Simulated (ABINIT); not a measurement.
Planning a run of ABINIT 10.8.3 on KCl (Sylvite). The input:

```
acell 3*1.0 Angstrom
rprim 
  -0.000000000000 3.146470000000 3.146470000000
  3.146470000000 0.000000000000 3.146470000000
  3.146470000000 3.146470000000 -0.000000000000
ntypat 2
znucl 19 17
natom 2
typat 1 2
xred 
  0.000000000000 0.000000000000 0.000000000000
  0.500000000000 0.500000000000 0.500000000000
pp_dirpath "pseudos"
pseudos "K.upf, Cl.upf"
ecut 33
ngkpt 4 4 4
nshiftk 1
shiftk 0 0 0
kptopt 1
chksymbreak 0
istwfk *1
occopt 1
irdwfk 1
optdriver 4
nband 55
gwcalctyp 28
ecutsigx 33
symsigma 0
nkptgw 8
kptgw 
  0.0000000000 0.0000000000 0.0000000000
  0.2500000000 0.0000000000 0.0000000000
  0.5000000000 0.0000000000 0.0000000000
  0.2500000000 0.2500000000 0.0000000000
  0.5000000000 0.2500000000 0.0000000000
  -0.2500000000 0.2500000000 0.0000000000
  0.5000000000 0.5000000000 0.0000000000
  -0.2500000000 0.5000000000 0.2500000000
bdgw 
  1 21
  1 21
  1 21
  1 21
  1 21
  1 21
  1 21
  1 21
ecuteps 4
irdscr 1
ppmodel 1
rhoqpmix 0.3
indata_prefix "in"
outdata_prefix "out"
tmpdata_prefix "tmp"
```

```sh
OMP_NUM_THREADS=1 mpirun -n 4 abinit run.abi > log
```

Q: Estimate wall time and host memory on 4 MPI ranks of Arm Neoverse V1, shared host.

It took 2.3 min; on shared hardware allow 70 s to 4.7 min. Peak host memory was 1.7 GiB.

[Paths, hosts, dates, memory and timing lines, banners, echoed tables and standing remarks are left out of the program output.]

[Logs are printed without paths, hosts, clocks, repeated set-up lines and the standing remarks that a program may print on its own settings, such as how far it seeks lower states.]

[Runs of the session that timed out or met a known fault of the program may be left out.]

[Hosts, paths, dates, database ids (printed as entryN), source tags and the programs' standing remarks are cut or masked in the printed files.]

[G0W0 gaps are taken among the corrected bands and points alone; a level outside them can change the order at an edge.]

[Where Ansatz stands beside ABINIT at settings called matched, ABINIT's density can come from a denser mesh and the files from another edition; pairs whose starting gaps differed by over 0.03 eV were left out, so agreement reads better than it is.]
